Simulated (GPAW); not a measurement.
# Near-edge structure at the O K edge of CrClO (Pmmn)

Aim: the near-edge shape at the O K edge of CrClO (Pmmn), and what the core hole does to it.

Calculated with GPAW 26.7.0; X-ray absorption from dipole matrix elements to empty bands, plane-wave PAW LDA+U.

## Step 1: Set-up

Symmetry: Pmmn, No. 59, orthorhombic system. The conventional cell has a = 3.190 Å, b = 3.867 Å, c = 7.952 Å, α = 90.00°, β = 90.00°, γ = 90.00°. Nearest to Cr lie 4 O at 1.98 to 2.03 Å and 2 Cl at 2.32 Å. Nearest to Cl lie 2 Cr at 2.32 Å. O has 4 Cr at 1.98 to 2.03 Å nearest. Farther neighbours and most contacts between anions are not listed.

Coordinates:

```cif
data_structure
_symmetry_space_group_name_H-M 'Pmmn:1'
_symmetry_Int_Tables_number 59
_cell_length_a 3.1901
_cell_length_b 3.8666
_cell_length_c 7.9525
_cell_angle_alpha 90.000
_cell_angle_beta 90.000
_cell_angle_gamma 90.000
_cell_volume 98.09
loop_
_atom_site_label
_atom_site_type_symbol
_atom_site_symmetry_multiplicity
_atom_site_Wyckoff_symbol
_atom_site_fract_x
_atom_site_fract_y
_atom_site_fract_z
_atom_site_occupancy
Cr1 Cr 2 a 0.50000 0.50000 0.89396 1
Cl1 Cl 2 b 0.50000 0.00000 0.31858 1
O1 O 2 b 0.00000 0.50000 0.05218 1
```

## Step 2: The field without a hole

A plain self-consistent run shows whether there is a gap and which moments survive; both decide the set-up of the core-hole run.

The input, scf.py:

```python
import numpy as np
from ase import Atoms
from ase.parallel import parprint, paropen
from gpaw import GPAW, PW, FermiDirac, Mixer, MixerDif, setup_paths
from gpaw.test import gen
setup_paths.insert(0, '.')
gen('O', name='nch1s', xcname='LDA', corehole=(1, 0, 0), write_xml=True)
from gpaw.mpi import world
world.barrier()

atoms = Atoms('Cr2Cl2O2',
    cell=[[3.19007562, 0, 0],
     [0, 3.86656054, 0],
     [0, 0, 7.95246044]],
    scaled_positions=[[0.5, 0.5, 0.89395968],
     [0, 0, 0.10604032],
     [0.5, 0, 0.31857806],
     [0, 0.5, 0.68142194],
     [0, 0.5, 0.0521821],
     [0.5, 0, 0.9478179]],
    magmoms=[3.0, -3.0, 0.0, 0.0, 0.0, 0.0],
    pbc=True)
atoms.calc = calc = GPAW(legacy_gpaw=True, mode=PW(500, force_complex_dtype=True), xc='LDA', setups={'Cr': ':d,3.7', 4: 'nch1s'},
    kpts={'size': (6, 5, 3), 'gamma': True}, occupations=FermiDirac(0.05),
    charge=0, mixer=MixerDif(0.05, 8, 50), maxiter=150,
    convergence={'density': 0.0001, 'eigenstates': 1e-6}, txt='scf.txt')
energy = atoms.get_potential_energy() + calc.get_reference_energy()
ef = calc.get_fermi_level()
out = dict(energy=energy, fermi=ef, forces=atoms.get_forces().tolist(), magmoms=atoms.get_magnetic_moments().tolist())
parprint(f'all-electron energy {energy:.4f} eV, Fermi level {ef:.4f} eV')
ev = np.array([[calc.get_eigenvalues(k, s) for k in range(len(calc.get_ibz_k_points()))] for s in range(calc.get_number_of_spins())])
out['homo'], out['lumo'], out['counts'] = ev[ev < ef].max(), ev[ev > ef].min(), sorted(set((ev < ef).sum((0, 2)).tolist()))
out['filled'] = (ev[:, 0] < ef).sum(1).tolist()
import json
with paropen('out.json', 'w') as f:
    json.dump(out, f)
```

Launch:

```console
OMP_NUM_THREADS=1 mpirun -n 4 gpaw python scf.py
```

Numbers of over 12 decimals in the logs are rounded to 6 here.

The log of the run:

```text
Input parameters:
  convergence: {density: 0.0001,
                eigenstates: 1e-06}
  kpts: {gamma: True,
         size: (6, 5, 3)}
  maxiter: 150
  mixer: {backend: pulay,
          beta: 0.05,
          method: difference,
          nmaxold: 8,
          weight: 50}
  mode: {ecut: 500.0,
         force_complex_dtype: True,
         name: pw}
  occupations: {fixmagmom: False,
                name: fermi-dirac,
                width: 0.05}
  setups: {4: nch1s,
           Cr: :d,3.7}

Initialize ...

[... PAW data sets ...]

Reference energy: -86147.442127  # eV

Spin-polarized calculation.
Initial magnetic moment: 0.000000

[... convergence settings ...]
Symmetries present (total): 4
  [... symmetry matrices ...]

90 k-points: 6 x 5 x 3 Monkhorst-Pack grid + [1/12,0.000000,0.000000]
24 k-points in the irreducible part of the Brillouin zone
       k-points in crystal coordinates                weights
   0:     0.00000000    0.00000000    0.00000000          1/90
   1:     0.00000000    0.00000000    0.33333333          2/90
   2:     0.00000000    0.20000000    0.00000000          2/90
   3:     0.00000000    0.20000000    0.33333333          4/90
   4:     0.00000000    0.40000000    0.00000000          2/90
   5:     0.00000000    0.40000000    0.33333333          4/90
   6:     0.16666667    0.00000000    0.00000000          2/90
   7:     0.16666667    0.00000000    0.33333333          4/90
   8:     0.16666667    0.20000000    0.00000000          4/90
   9:     0.16666667    0.20000000    0.33333333          8/90
          ...
  23:     0.50000000    0.40000000    0.33333333          4/90

Wave functions: Plane wave expansion
  Cutoff energy: 500.000 eV
  Number of coefficients (min, max): 2467, 2512
  Pulay-stress correction: 0.000000 eV/Ang^3 (de/decut=0.000000)
  Using FFTW library
  Wavefunction extrapolation:
    Improved wavefunction reuse through dual PAW basis

Occupation numbers: Fermi-Dirac:
  width: 0.0500  # eV

Eigensolver
   Davidson(niter=2)

Densities:
  Coarse grid: 18*20*42 grid
  Fine grid: 36*40*84 grid
  Total Charge: 0.000000

Density mixing:
  Method: difference
  Backend: pulay
  Linear mixing parameter: 0.05
  old densities: 8
  Width of damping distribution: 1.1
  Damping of long wavelength oscillations: 50

[... Hamiltonian set-up ...]
Number of atoms: 6
Number of atomic orbitals: 34
Number of bands in calculation: 27
Number of valence electrons: 38
Bands to converge: occupied

... initialized

Initializing position-dependent things.

Density initialized from atomic densities
Creating initial wave functions:
  27 bands from LCAO basis set

Positions:
   0 Cr     1.595038    1.933280    7.109179    ( 0.0000,  0.0000,  3.0000)
   1 Cr     0.000000    0.000000    0.843281    ( 0.0000,  0.0000, -3.0000)
   2 Cl     1.595038    0.000000    2.533479    ( 0.0000,  0.0000,  0.0000)
   3 Cl     0.000000    1.933280    5.418981    ( 0.0000,  0.0000,  0.0000)
   4 O      0.000000    1.933280    0.414976    ( 0.0000,  0.0000,  0.0000)
   5 O      1.595038    0.000000    7.537484    ( 0.0000,  0.0000,  0.0000)

Unit cell:
           periodic     x           y           z      points  spacing
  1. axis:    yes    3.190076    0.000000    0.000000    18     0.1772
  2. axis:    yes    0.000000    3.866561    0.000000    20     0.1933
  3. axis:    yes    0.000000    0.000000    7.952460    42     0.1893

  Lengths:   3.190076   3.866561   7.952460
  Angles:   90.000000  90.000000  90.000000

Effective grid spacing dv^(1/3) = 0.1865

iter:   1   -41.862541                   +0.0000
iter:   2   -43.732498   -0.50  -1.07    -0.0000
iter:   3   -43.111882   -0.64  -1.10    -0.0000
iter:   4   -43.090211   -0.92  -1.27    -0.0000
iter:   5   -43.149652   -1.67  -1.38    +0.0000
iter:   6   -43.398330   -1.68  -1.49    -0.0000
iter:   7   -43.426542   -1.49  -1.82    -0.0000
iter:   8   -43.403003   -2.39  -1.87    -0.0000
iter:   9   -43.375919   -2.62  -2.02    -0.0000
iter:  10   -43.360779   -2.52  -2.26    -0.0000
iter:  11   -43.360583c  -3.12  -2.59    -0.0000
iter:  12   -43.361132c  -3.51  -3.00    -0.0000
iter:  13   -43.361945c  -3.73  -2.94    -0.0000
iter:  14   -43.362274c  -3.90  -3.00    -0.0000
iter:  15   -43.362403c  -4.14  -3.13    -0.0000
iter:  16   -43.362350c  -3.95  -3.14    -0.0000
iter:  17   -43.362402c  -4.36  -3.44    +0.0000
[...]
iter:  21   -43.362532c  -4.73  -3.40    -0.0000
iter:  22   -43.362483c  -4.79  -3.36    -0.0000
iter:  23   -43.362484c  -4.76  -3.77    -0.0000
iter:  24   -43.362493c  -5.02  -4.10c   -0.0000
iter:  25   -43.362502c  -5.19  -4.26c   -0.0000
iter:  26   -43.362504c  -5.32  -4.12c   +0.0000
iter:  27   -43.362510c  -5.40  -4.20c   +0.0000
iter:  28   -43.362513c  -5.55  -4.17c   +0.0000
iter:  29   -43.362514c  -5.75  -4.15c   -0.0000
iter:  30   -43.362513c  -5.96  -4.16c   +0.0000
iter:  31   -43.362517c  -5.99  -4.17c   +0.0000
iter:  32   -43.362517c  -6.10c -4.14c   +0.0000

Converged after 32 iterations.

Dipole moment: (0.000000, 0.000000, 0.000000) |e|*Ang

Total magnetic moment: (0.000000, 0.000000, 0.000000)
Local magnetic moments:
   0 Cr ( 0.000000,  0.000000,  2.858728)
   1 Cr ( 0.000000,  0.000000, -2.858728)
   2 Cl ( 0.000000,  0.000000,  0.018043)
   3 Cl ( 0.000000,  0.000000, -0.018043)
   4 O  ( 0.000000,  0.000000, -0.010787)
   5 O  ( 0.000000,  0.000000,  0.010787)

Energy contributions relative to reference atoms: (reference = -86147.442127)

Kinetic:         +9.471925
Potential:      -18.816824
External:        +0.000000
XC:             -34.295029
Entropy (-ST):   -0.000000
Local:           +0.277412
SIC:             +0.000000
--------------------------
Free energy:    -43.362517
Extrapolated:   -43.362517

Spin contamination: 3.228462 electrons
Showing only first 2 kpts
                      Up                     Down
 Kpt  Band  Eigenvalues  Occupancy  Eigenvalues  Occupancy
  0    17      2.00109    1.00000      2.00109    1.00000
  0    18      2.50841    1.00000      2.50841    1.00000
  0    19      5.39805    0.00000      5.39805    0.00000
  0    20      6.03430    0.00000      6.03430    0.00000

  1    17      1.94289    1.00000      1.94289    1.00000
  1    18      2.50027    1.00000      2.50027    1.00000
  1    19      5.38422    0.00000      5.38422    0.00000
  1    20      6.04114    0.00000      6.04114    0.00000

Fermi level: 3.80853

Gap: 2.802 eV
Transition (v -> c):
  (s=0, k=0, n=18, [0.00, 0.00, 0.00]) -> (s=0, k=12, n=19, [0.33, 0.00, 0.00])
Direct/indirect transitions are different
Direct gap: 2.884 eV
Transition at: (s=0->1, k=1, n=18, [0.00, 0.00, 0.33])

Forces in eV/Ang:
  0 Cr    0.00000    0.00000    0.23326
  1 Cr    0.00000    0.00000   -0.23326
  2 Cl    0.00000    0.00000   -0.08261
  3 Cl    0.00000    0.00000    0.08261
  4 O     0.00000    0.00000   -0.08193
  5 O     0.00000    0.00000    0.08193
Scalar-relativistic atomic LDA calculation for O (Oxygen, Z=8)
Core hole in 1s state (1s occupation: 2.0)
300 radial gridpoints.
|------------------------------------------------|
|------------------------------------------------|
[... the atom generator's iteration count ...]

Energy contributions:
-------------------------
Kinetic:      +74.266897
XC:            -7.772280
Potential:   -141.018865
-------------------------
Total:        -74.524248

state      eigenvalue         ekin         rmax
-----------------------------------------------
1s^2.0 :   -18.772897    28.821965        0.130
2s^2.0 :    -0.872866     3.204810        0.874
2p^4.0 :    -0.337925     2.553337        0.813
-----------------------------------------------
(units: Bohr and Hartree)

Generating PAW setup
Kinetic energy of the core from tauc = 57.689706
Cutoffs:
rc(s)=1.300
rc(p)=1.130
rc(d)=1.170
rc(vbar)=1.300
rc(comp)=1.260
rc(nct)=1.300

Kinetic energy of the core states: 57.643930
Charge: 0.0
Core electrons: 2.0
Valence electrons: 6.0
Pseudo-core charge: 0.000776
Shape function alpha=6.299
Pseudo-electron charge 5.666261
state    eigenvalue         norm
--------------------------------
2s(2) :    -0.872866     1.079797
*s    :     0.127134
2p(4) :    -0.337925     0.876472
*p    :     0.662075
*d    :     0.000000
--------------------------------

Diagonalizing with gridspacing h=0.050

state   all-electron     PAW
-------------------------------
2s:      -0.872866    -0.873954
2p:      -0.337925    -0.341740
*d:                    0.050276
*f:                    0.077289
-------------------------------
all-electron energy -86190.8046 eV, Fermi level 3.8085 eV
```

Run time: 27 s. Hardware: 4 MPI ranks of Intel Xeon Platinum 8488C (Sapphire Rapids), shared host; peak memory 0.26 GiB; 1.8 min of CPU time.

The mesh shows a gap of 2.80 eV, so the hole is first treated in a charged cell, without the excited electron.

Site moments (μB): 2.86, -2.86, 0.02, -0.02, -0.01, 0.01.

## Step 3: Spectrum without a core hole, O atom 5

This cheap baseline ignores the attraction of the hole: it shows the absorber's empty states as they are in the ground state. The data set with a hole of occupation 0 only carries the core orbital.

The absorber has 2 Cr at 1.98 Å and 2 Cr at 2.03 Å (4-fold, site symmetry mm2).

The input, xas.py:

```python
import numpy as np
from ase import Atoms
from ase.parallel import parprint, paropen
from gpaw import GPAW, PW, FermiDirac, Mixer, MixerDif, setup_paths
from gpaw.test import gen
setup_paths.insert(0, '.')
gen('O', name='nch1s', xcname='LDA', corehole=(1, 0, 0), write_xml=True)
from gpaw.mpi import world
world.barrier()

atoms = Atoms('Cr2Cl2O2',
    cell=[[3.19007562, 0, 0],
     [0, 3.86656054, 0],
     [0, 0, 7.95246044]],
    scaled_positions=[[0.5, 0.5, 0.89395968],
     [0, 0, 0.10604032],
     [0.5, 0, 0.31857806],
     [0, 0.5, 0.68142194],
     [0, 0.5, 0.0521821],
     [0.5, 0, 0.9478179]],
    magmoms=[3.0, -3.0, 0.0, 0.0, 0.0, 0.0],
    pbc=True)
atoms.calc = calc = GPAW(legacy_gpaw=True, mode=PW(500, force_complex_dtype=True), xc='LDA', setups={'Cr': ':d,3.7', 4: 'nch1s'},
    kpts={'size': (6, 5, 3), 'gamma': True}, occupations=FermiDirac(0.02),
    charge=0, mixer=MixerDif(0.05, 8, 50), maxiter=150,
    convergence={'density': 0.0001, 'eigenstates': 1e-6}, txt='scf.txt')
energy = atoms.get_potential_energy() + calc.get_reference_energy()
ef = calc.get_fermi_level()
out = dict(energy=energy, fermi=ef, forces=atoms.get_forces().tolist(), magmoms=atoms.get_magnetic_moments().tolist())
parprint(f'all-electron energy {energy:.4f} eV, Fermi level {ef:.4f} eV')
ev = np.array([[calc.get_eigenvalues(k, s) for k in range(len(calc.get_ibz_k_points()))] for s in range(calc.get_number_of_spins())])
out['homo'], out['lumo'], out['counts'] = ev[ev < ef].max(), ev[ev > ef].min(), sorted(set((ev < ef).sum((0, 2)).tolist()))
out['filled'] = (ev[:, 0] < ef).sum(1).tolist()

from ase.units import Ha
from gpaw.xas import dipole_matrix_elements
nb = int(calc.get_number_of_electrons() / 2) + 71
top, nb = nb, nb + 8 + nb // 12
nscf = calc.fixed_density(kpts={'size': (5, 4, 2), 'gamma': True}, nbands=nb,
    convergence={'bands': top, 'eigenstates': 5e-3}, maxiter=60, txt='nscf.txt')
cell = atoms.cell.array
ops = [cell.T @ U.T @ np.linalg.inv(cell.T) for U in nscf.wfs.kd.symmetry.op_scc]
filled = [19, 19]  # bands filled in the ground state, by spin
E = np.arange(-25, 34, 0.1)
fwhm = np.interp(E, [4, 25], [0.9, 3.5])
Y, X, zero, highest = 0, 0, 1e9, 1e9
for spin in range(nscf.get_number_of_spins()):
    wfs = nscf.wfs
    mine = wfs.bd.get_slice()  # this rank's bands
    A = dipole_matrix_elements(wfs.setups[4])
    eps = np.zeros((wfs.kd.nibzkpts, nb))
    d = np.zeros((3, A.shape[1], wfs.kd.nibzkpts, nb), complex)
    for kpt in wfs.kpt_u:
        if kpt.s == spin and 4 in kpt.P_ani:
            eps[kpt.k, mine] = kpt.eps_n * Ha
            d[:, :, kpt.k, mine] = (kpt.weight * wfs.nspins / 2) ** 0.5 * np.inner(A, kpt.P_ani[4])
    world.sum(eps)
    world.sum(d)
    T = np.einsum('amkn,bmkn->abkn', d, d.conj()).real
    T = sum(np.einsum('ai,ijkn,bj->abkn', R, T, R) for R in ops) / len(ops)
    empty = np.ones_like(eps, bool) & (np.arange(nb) >= filled[spin])
    zero, highest = min(zero, eps[empty].min()), min(highest, eps[:, top - 1].min())
    lines = [(eps, T, empty)] if spin == 0 else lines + [(eps, T, empty)]
for eps, T, empty in lines:
    f = np.einsum('aakn->akn', T).reshape(3, -1)
    x = eps.ravel() - zero
    w = np.interp(x, E, fwhm) / 2.35482
    g = np.exp(-0.5 * ((E[:, None] - x) / w) ** 2) / (w * (2 * np.pi) ** 0.5)
    Y = Y + (f * empty.ravel()) @ g.T
    X = X + (f * ~empty.ravel()) @ g.T
out.update(E=E.round(2).tolist(), xas=Y.tolist(), xes=X.tolist(), zero=zero, valid=highest - zero, nk=len(eps), nb=nb)
for i in range(0, len(E), 10):
    parprint(f'{E[i]:7.2f}', *(f'{v:10.3e}' for v in Y[:, i]))
import json
with paropen('out.json', 'w') as f:
    json.dump(out, f)
```

Launch:

```console
OMP_NUM_THREADS=1 mpirun -n 4 gpaw python xas.py
```

The log of the run:

```text
Input parameters:
  convergence: {density: 0.0001,
                eigenstates: 1e-06}
  kpts: {gamma: True,
         size: (6, 5, 3)}
  maxiter: 150
  mixer: {backend: pulay,
          beta: 0.05,
          method: difference,
          nmaxold: 8,
          weight: 50}
  mode: {ecut: 500.0,
         force_complex_dtype: True,
         name: pw}
  occupations: {fixmagmom: False,
                name: fermi-dirac,
[...]
2s:      -0.872866    -0.873954
2p:      -0.337925    -0.341740
*d:                    0.050276
*f:                    0.077289
-------------------------------
all-electron energy -86190.8046 eV, Fermi level 3.1492 eV
 -25.00 3.999e-252 1.109e-252 2.959e-252
 -24.00 2.270e-242 6.330e-243 1.727e-242
 -23.00 8.244e-233 2.308e-233 6.421e-233
 -22.00 1.916e-223 5.381e-224 1.522e-223
[...]
32.00  1.642e-04  1.104e-04  1.040e-04
  33.00  1.633e-04  1.279e-04  1.194e-04
[key lines of the parts left out:]
Converged after 43 iterations.
Dipole moment: (0.000000, -0.000000, 0.000000) |e|*Ang
Free energy:    -43.362513
Fermi level: 3.14918
```

Wall time 53 s (4 MPI ranks); peak memory 0.36 GiB; 3.5 min of CPU time.

The O K spectrum, O atom 5, no core hole (energy from the lowest empty level; intensity scaled to a mean of 1 over the first 20 eV; polarised curves are means over the symmetry-equivalent atoms):

```tsv
E (eV)	isotropic	ε ∥ x	ε ∥ y	ε ∥ z
-2.00	0.00	0.00	0.00	0.00
-1.25	0.00	0.00	0.00	0.00
-0.50	0.16	0.12	0.02	0.33
0.25	1.04	1.13	0.52	1.46
1.00	1.55	1.65	2.03	0.97
1.75	1.49	1.29	1.69	1.49
2.50	1.77	2.45	0.79	2.06
3.25	1.33	1.36	1.51	1.11
4.00	0.34	0.35	0.45	0.21
4.75	0.21	0.17	0.23	0.23
5.50	0.52	0.53	0.42	0.61
6.25	0.86	0.72	0.91	0.94
7.00	0.93	0.71	1.15	0.94
7.75	0.93	0.91	1.04	0.82
8.50	1.19	1.25	1.21	1.13
9.25	1.45	1.23	1.41	1.72
10.00	1.47	1.10	1.37	1.95
10.75	1.22	0.99	1.24	1.43
11.50	1.02	1.15	1.11	0.80
12.25	1.04	1.56	1.04	0.53
13.00	1.12	1.79	1.11	0.46
13.75	1.04	1.47	1.19	0.45
14.50	0.86	0.92	1.19	0.48
15.25	0.76	0.57	1.17	0.54
16.00	0.75	0.47	1.17	0.61
16.75	0.79	0.51	1.19	0.68
17.50	0.82	0.57	1.14	0.75
18.25	0.83	0.62	1.03	0.85
19.00	0.82	0.65	0.86	0.94
19.75	0.78	0.67	0.68	0.98
20.50	0.72	0.67	0.54	0.96
21.25	0.66	0.64	0.45	0.88
22.00	0.59	0.60	0.39	0.78
22.75	0.54	0.56	0.35	0.69
23.50	0.50	0.55	0.33	0.63
24.25	0.49	0.55	0.32	0.60
25.00	0.48	0.53	0.31	0.60
25.75	0.48	0.51	0.31	0.61
26.50	0.47	0.47	0.32	0.62
27.25	0.46	0.46	0.34	0.60
28.00	0.47	0.47	0.37	0.56
28.75	0.48	0.53	0.41	0.51
29.50	0.52	0.63	0.45	0.48
30.25	0.56	0.74	0.48	0.47
31.00	0.61	0.83	0.52	0.49
```

Main maxima below 24 eV (height): 1.0 eV (1.55), 2.3 eV (1.80), 9.7 eV (1.50), 13.1 eV (1.12) and 18.2 eV (0.83). A K edge sees empty p states; the first features are O p mixed into the empty d states of the Cr neighbours, and the broad ones above probably into the cations' higher empty bands.

The same matrix elements for filled bands give the O K emission of O atom 5 (ground-state approximation; energy from the lowest empty level, largest value 1):

```tsv
E (eV)	emission
-24.00	0.00
-23.25	0.00
-22.50	0.00
-21.75	0.00
-21.00	0.00
-20.25	0.00
-19.50	0.00
-18.75	0.00
-18.00	0.00
-17.25	0.00
-16.50	0.00
-15.75	0.00
-15.00	0.00
-14.25	0.00
-13.50	0.00
-12.75	0.00
-12.00	0.00
-11.25	0.00
-10.50	0.00
-9.75	0.00
-9.00	0.12
-8.25	0.54
-7.50	0.62
-6.75	0.75
-6.00	0.72
-5.25	0.80
-4.50	0.96
-3.75	0.77
-3.00	0.24
-2.25	0.02
-1.50	0.00
-0.75	0.00
0.00	0.00
0.75	0.00
1.50	0.00
2.25	0.00
3.00	0.00
```

Emission maxima: -4.2 eV (1.00).

(Continued in part 2 of 3.)

[Banner, clock and machine lines of the logs are left out without a mark of their own.]

[Logs are printed without paths, hosts, clocks, repeated set-up lines and the standing remarks that a program may print on its own settings, such as how far it seeks lower states.]

[Hosts, paths, dates, database ids (printed as entryN), source tags and the programs' standing remarks are cut or masked in the printed files.]

[Lists of maxima count a maximum above −3 eV only where it reaches 4 % of the highest in the window and stands out from its surroundings by 2 % of it (1.5 % where it reaches 55 %); shoulders and weaker maxima are passed over, and of the rest the first, up to two pre-edge ones and the few strongest are named.]
